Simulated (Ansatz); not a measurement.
# Pb (Fm-3m, 1 atom in the cell): the cell at rest

Wanted: the relaxed cell of Pb (Fm-3m, 1 atom in the cell).

Main program and level: Ansatz 0.2.0; DFT PBE, scalar-relativistic, plane waves, PAW.

## Step 1: The starting structure

Symmetry: Fm-3m, No. 225, cubic system. Conventional cell: a = 4.950 Å, b = 4.950 Å, c = 4.950 Å, α = 90.00°, β = 90.00°, γ = 90.00°. Pb has 12 Pb at 3.50 Å nearest.

## Step 2: A coarse first look

First a cheap look: the gap decides the mesh and the occupations, the pressure tells how far the cell has to move.

input.yaml reads:

```yaml
crystal:
  lattice:
    - [0.0, 2.47502, 2.47502]
    - [2.47502, 0.0, 2.47502]
    - [2.47502, 2.47502, 0.0]
  atoms:
    - { symbol: Pb, position: [0.0, 0.0, 0.0] }
kpoints:
  mp_grid: { grid: [6, 6, 6] }
hamiltonian:
  xc: pbe
scf:
  occupations: { method: gaussian, width: 0.1 }
output:
  forces: true
  stress: true
  eigenvalues: true
```

Launch:

```bash
$ ansatz run input.yaml --threads 4 --pin off --max-ram 7168MiB --backend cpu --events-out ev --progress --plain --runs-dir out
```

Numbers of over 12 decimals in the logs are rounded to 6 here.

What it wrote:

```text
Engine: ansatz 0.2.0, aarch64-unknown-linux-gnu
Pseudopotentials: kind: paw
Pseudopotential: Pb, paw, valence charge 14, recommended cutoff 420 eV (normal), Pb.paw.azcp
Functional definition: PBE
  parameter kappa = 0.804
  parameter beta = 0.066725
  exchange = pbe_x(kappa = kappa, mu = beta*pi^2/3)
  correlation = pbe_c(beta = beta)
Crystal: 1 atoms, lattice volume = 30.323 Å³
[...]
--- Band table (eV; the first three rows and the last of 16) ---
  k-point 0: bands = [... 3 lower, -5.9514, -5.9514, -0.7706, 18.3957, 18.3957, 18.3957, 20.7233, 22.3383]
  k-point 1: bands = [... 3 lower, -5.9454, -5.9454, -0.2348, 14.2809, 17.8277, 17.8277, 20.1410, 23.5695]
  k-point 2: bands = [... 3 lower, -5.8678, -5.8678, 1.3233, 9.4437, 16.9403, 16.9403, 19.9065, 21.5318]
  k-point 15: bands = [... 3 lower, -5.8795, -5.7784, 4.3575, 8.5749, 10.9026, 11.5604, 19.7810, 20.6593]
[key lines of the parts left out:]
SCF converged after 6 iterations
Free energy (F): -11906.303126 eV
Fermi energy:    11.109777 eV
P = ⅓ Tr σ = 3.2909 GPa (32.909 kbar)
```

Elapsed: 0.21 s, on 4 threads of Arm Neoverse V2, shared host; peak memory 0.26 GiB; 0.49 s of CPU time.

This step gave:

```
pressure          : 3.291 GPa
volume per atom   : 30.32 Å³
gap on the k-mesh : 0 eV
```

The coarse mesh shows no gap and a pressure of 3.3 GPa.

## Step 3: Bringing the structure to rest

Harmonic phonons are second derivatives at a point where the forces vanish, and they are wanted at zero stress, so atoms and cell are relaxed first.

input.yaml, the sections that differ from step 2:

```yaml
kpoints:
  mp_grid: { grid: [14, 14, 14] }
relax:
  adjacent_minimum: "off"
  f_tol: 0.005
  max_steps: 80
  cell: { stress_tol: 0.05 }
# crystal, hamiltonian, scf, output: as in step 2
```

What it wrote:

```text
[...]
Crystal: 1 atoms, lattice volume = 30.323 Å³
Basis set: ecut = 420 eV, 609 PW (Γ), exchange–correlation on 48×48×48 points (8 copies of the dense FFT grid, shifted against one another)
Bands: 11, of which v1, the nominal top of the filled ones, is band 7 counted from 1 (6 counted from 0)
Symmetry: 48 space group operations
[...]
k-points: 104 of 2744
[...]
SCF iter   1: F=—  HF=-11906.407572 eV  |F-HF|=—  |Δ(HF+E_count)|=         —  Δρ=5.33e-4  dr2=4.92e-5  ethr=1.77e-3  ⟨swp⟩=5.6  Hψ=7520  notcnv=0
[...]
SCF iter   6: F=-11906.407174 eV  HF=-11906.407174 eV  |F-HF|=3.07e-10  |Δ(HF+E_count)|=   3.31e-9  Δρ=8.81e-7  dr2=2.50e-10  ethr=5.11e-11  ⟨swp⟩=4.0  Hψ=5069  notcnv=0
SCF 1 converged in 6 iterations: F = -11906.407174 eV  dr2 = 2.50e-10
[...]
relax step   1: F+E_penalty+E_count = -11906.40717414 eV  Δ(F+E_penalty+E_count) = +0.000e0 eV  max|allowed force component| = 0.000e0 eV/Å  Δτ_max = 0.0000 Å  P = +2.446 GPa  Ω = 30.323 Å³  (6 SCF iters, dr2 threshold 1.00e-7 eV, accepted)
Crystal: 1 atoms, lattice volume = 32.044 Å³
[...]
iter 1 solved again at ethr=5.10e-7 eV; its pass at ethr=3.10e-3 eV (dr2=7.14e-5 eV) is discarded
SCF iter   1: F=—  HF=-11906.419246 eV  |F-HF|=—  |Δ(HF+E_count)|=         —  Δρ=5.89e-4  dr2=1.23e-4  ethr=5.10e-7  ⟨swp⟩=2.2  Hψ=10962  notcnv=0
eigensolver tolerance schedule calibrated: the retry pair's looser diagonalisation under-reported the residual by θ = 0.42 (0.11/decade); ethr = c·dr2/N_el runs at the constant in force after the calibration composes with the one it found (an armed cap, an earlier calibration), c = 8.2e-2
[...]
SCF iter   2: F=—  HF=-11906.419219 eV  |F-HF|=—  |Δ(HF+E_count)|=   2.70e-5  Δρ=2.65e-4  dr2=1.14e-5  ethr=5.10e-7  ⟨swp⟩=2.0  Hψ=1862  notcnv=0
[...]
SCF iter   4: F=-11906.419229 eV  HF=-11906.419229 eV  |F-HF|=6.55e-10  |Δ(HF+E_count)|=   1.97e-6  Δρ=2.51e-6  dr2=1.71e-9  ethr=5.85e-10  ⟨swp⟩=4.4  Hψ=6300  notcnv=0
SCF 2 converged in 4 iterations: F = -11906.419229 eV  dr2 = 1.71e-9
relax step   2: F+E_penalty+E_count = -11906.41922919 eV  Δ(F+E_penalty+E_count) = -1.206e-2 eV  max|allowed force component| = 0.000e0 eV/Å  Δτ_max = 0.0000 Å  P = -0.023 GPa  Ω = 32.044 Å³  energy of the carried Pulay correction = -2.373e-4 eV  (4 SCF iters, dr2 threshold 1.00e-7 eV, accepted)
[...]
SCF iter   5: F=-11906.419474 eV  HF=-11906.419474 eV  |F-HF|=3.64e-12  |Δ(HF+E_count)|=  1.26e-10  Δρ=1.49e-8  dr2=2.12e-14  ethr=1.00e-12  ⟨swp⟩=6.6  Hψ=5449  notcnv=0
SCF 3 converged in 5 iterations: F = -11906.419474 eV  dr2 = 2.12e-14
relax step   3: F+E_penalty+E_count = -11906.41947399 eV  Δ(F+E_penalty+E_count) = -2.448e-4 eV  max|allowed force component| = 0.000e0 eV/Å  Δτ_max = 0.0000 Å  P = -0.023 GPa  Ω = 32.044 Å³  stress off target by 2.29e-2 GPa  SCF on the basis re-selected at this cell (its energy is not comparable with the rows above)  (5 SCF iters)
basis re-selected at this cell: Δ(F+E_penalty+E_count) = -2.448e-4 eV, ΔP = -0.000 GPa vs the last step (what re-selecting the basis moved, of the pressure what is left beyond the Pulay correction that the steps carried, after the strain that the cell walked since its last selection, with what the two solves' SCF thresholds leave and, on support functions, any second-order correction that the steps lacked; it is no measure of the basis error at this ecutwfc). This SCF's stress stands 2.29e-2 GPa from its target on what of the cell is left free (relax.cell.stress_tol is 5.00e-2 GPa) and its largest allowed force component is 0.00e0 eV/Å (relax.f_tol is 5.00e-3 eV/Å): [rest of the remark cut]
SCF converged after 5 iterations
Free energy (F): -11906.419474 eV
[...]
Internal energy: -11906.417184 eV  (E = F + TS)
E sigma→0 (E₀):  -11906.418329 eV
Entropy (-TS):   -0.002290 eV (-2.290 meV/atom)
Fermi energy:    10.174373 eV
[...]
--- Stress (GPa, compression-positive) ---
       -0.022850       0.000000       0.000000
        0.000000      -0.022850       0.000000
        0.000000       0.000000      -0.022850
  P = ⅓ Tr σ = -0.0229 GPa (-0.229 kbar)
--- Band table (eV; the first three rows and the last of 104) ---
  k-point 0: bands = [... 3 lower, -6.7580, -6.7580, -1.2175, 17.1577, 17.1577, 17.1577, 19.8791, 20.8171]
  k-point 1: bands = [... 3 lower, -6.7584, -6.7584, -1.1248, 16.0237, 17.0417, 17.0417, 19.6023, 21.3958]
  k-point 2: bands = [... 3 lower, -6.7560, -6.7560, -0.8471, 13.9663, 16.7465, 16.7465, 19.2434, 22.3509]
  k-point 103: bands = [... 3 lower, -6.7121, -6.6139, 3.4751, 8.4461, 9.4048, 10.5314, 20.0084, 20.9482]
--- Relaxed structure (2 steps of the walk, 2 accepted, 1 SCFs on fresh bases) ---
  F+E_penalty+E_count = -11906.41947399 eV   max|allowed force component| = 0.000e0 eV/Å   (the final SCF, on the basis selected at the relaxed cell)
  cell:  # Å, volume = 32.0441 Å³
    - [0, 2.520998, 2.520998]
    - [2.520998, 0, 2.520998]
    - [2.520998, 2.520998, 0]
  atoms:
    - { symbol: Pb, position: [0.0, 0.0, 0.0] }
```

Wall time 1.6 s (4 threads); peak memory 0.33 GiB; 5.4 s of CPU time.

Relaxation path:

```
step  energy less that of the first step (eV)  largest force component (eV/Å)  pressure (GPa)  volume (Å³)
   1                                   0.0000                          0.0000            2.45        30.32
   2                                  -0.0121                          0.0000           -0.02        32.04
  3*                                  -0.0123                          0.0000           -0.02        32.04
```

Relaxation steps marked * repeat the geometry before them on a plane-wave basis chosen anew for their cell, so energy and pressure can jump there.

```
conventional cell, symmetrised  before  after  change
                         a (Å)   4.950  5.042  +1.9 %
                         b (Å)   4.950  5.042  +1.9 %
                         c (Å)   4.950  5.042  +1.9 %
              volume (Å³/atom)   30.32  32.04  +5.7 %
```

Final coordinates:

```xyz
1
Lattice="0.0000 2.5210 2.5210 2.5210 0.0000 2.5210 2.5210 2.5210 0.0000" Properties=species:S:1:pos:R:3 pbc="T T T"
Pb    0.0000    0.0000    0.0000
```

Numbers from this step:

```yaml
pressure: -0.02285 GPa
volume_per_atom: 32.04 Å³
```

In this step the volume went from 30.32 to 32.04 Å³/atom.

## Step 4: Relaxing to small forces for the phonons

Phonons need a cell at rest on their own settings, so the relaxation is repeated with tight tolerances on forces and stress on the k mesh and occupations of the first response run.

input.yaml reads:

```yaml
crystal:
  lattice:
    - [0.0, 2.5209979279, 2.5209979279]
    - [2.5209979279, 0.0, 2.5209979279]
    - [2.5209979279, 2.5209979279, 0.0]
  atoms:
    - { symbol: Pb, position: [0.0, 0.0, 0.0] }
kpoints:
  mp_grid: { grid: [16, 16, 16] }
hamiltonian:
  xc: pbe
scf:
  occupations: { method: methfessel_paxton, width: 0.2 }
output:
  forces: true
  stress: true
  eigenvalues: true
relax:
  adjacent_minimum: "off"
  f_tol: 0.001
  max_steps: 60
  cell: { stress_tol: 0.01 }
```

What it wrote:

```text
[...]
Crystal: 1 atoms, lattice volume = 32.044 Å³
Basis set: ecut = 420 eV, 609 PW (Γ), exchange–correlation on 48×48×48 points (8 copies of the dense FFT grid, shifted against one another)
Bands: 11, of which v1, the nominal top of the filled ones, is band 7 counted from 1 (6 counted from 0)
[... 1 set-up line as in the run before ...]
[...]
k-points: 145 of 4096
[...]
k-point 2: bands = [... 3 lower, -6.6905, -6.6905, -0.8938, 14.5976, 16.9400, 16.9400, 19.4127, 22.2212]
  k-point 144: bands = [... 3 lower, -6.6494, -6.5448, 3.5590, 8.9619, 8.9619, 10.5428, 20.7097, 22.1163]
--- Relaxed structure (3 steps of the walk, 3 accepted, 1 SCFs on fresh bases) ---
[...]
cell:  # Å, volume = 31.8792 Å³
    - [0, 2.516667, 2.516667]
    - [2.516667, 0, 2.516667]
    - [2.516667, 2.516667, 0]
  atoms:
    - { symbol: Pb, position: [0.0, 0.0, 0.0] }
[key lines of the parts left out:]
SCF converged after 5 iterations
Free energy (F): -11906.415338 eV
Fermi energy:    10.307630 eV
P = ⅓ Tr σ = -0.0003 GPa (-0.003 kbar)
```

Run time: 2.5 s. Hardware: 4 threads; peak memory 0.36 GiB; 8.9 s of CPU time.

The steps of the relaxation:

```
step  energy less that of the first step (eV)  largest force component (eV/Å)  pressure (GPa)  volume (Å³)
   1                                   0.0000                          0.0000           -0.20        32.04
   2                                  -0.0001                          0.0000           -0.02        31.89
   3                                  -0.0001                          0.0000            0.00        31.88
  4*                                  -0.0001                          0.0000            0.00        31.88
```

Relaxation steps marked * repeat the geometry before them on a plane-wave basis chosen anew for their cell, so energy and pressure can jump there.

```
conventional cell, symmetrised  before  after  change
                         a (Å)   5.042  5.033  -0.2 %
                         b (Å)   5.042  5.033  -0.2 %
                         c (Å)   5.042  5.033  -0.2 %
              volume (Å³/atom)   32.04  31.88  -0.5 %
```

Final coordinates:

```cif
data_structure
_symmetry_space_group_name_H-M 'P 1'
_symmetry_Int_Tables_number 1
_cell_length_a 3.5591
_cell_length_b 3.5591
_cell_length_c 3.5591
_cell_angle_alpha 60.000
_cell_angle_beta 60.000
_cell_angle_gamma 60.000
_cell_volume 31.88
loop_
_atom_site_label
_atom_site_type_symbol
_atom_site_fract_x
_atom_site_fract_y
_atom_site_fract_z
_atom_site_occupancy
Pb1 Pb 0.00000 0.00000 0.00000 1
```

Numbers from this step:

| Quantity | Value |
| --- | --- |
| pressure | -2.88e-4 GPa |
| volume per atom | 31.88 Å³ |

The forces vanish by symmetry and the pressure is 0.000 GPa, within the tolerances set. The cell now holds 31.88 Å³/atom.

## Step 5: Outcome

```yaml
space_group_after_relaxation_within_0p01_a: Fm-3m
lattice_constant_a: 5.033 Å
lattice_constant_b: 5.033 Å
lattice_constant_c: 5.033 Å
volume_per_atom: 31.9 Å³
```

The forces vanish by symmetry and the pressure is 0.000 GPa, within the tolerances set. The cell now holds 31.88 Å³/atom. The relaxation keeps the symmetry of its start, so it says nothing on stability against lower symmetry. Spin-orbit coupling is left out, which can matter for the heavy elements here.

[Logs are printed without paths, hosts, clocks, repeated set-up lines and the standing remarks that a program may print on its own settings, such as how far it seeks lower states.]

[Hosts, paths, dates, database ids (printed as entryN), source tags and the programs' standing remarks are cut or masked in the printed files.]
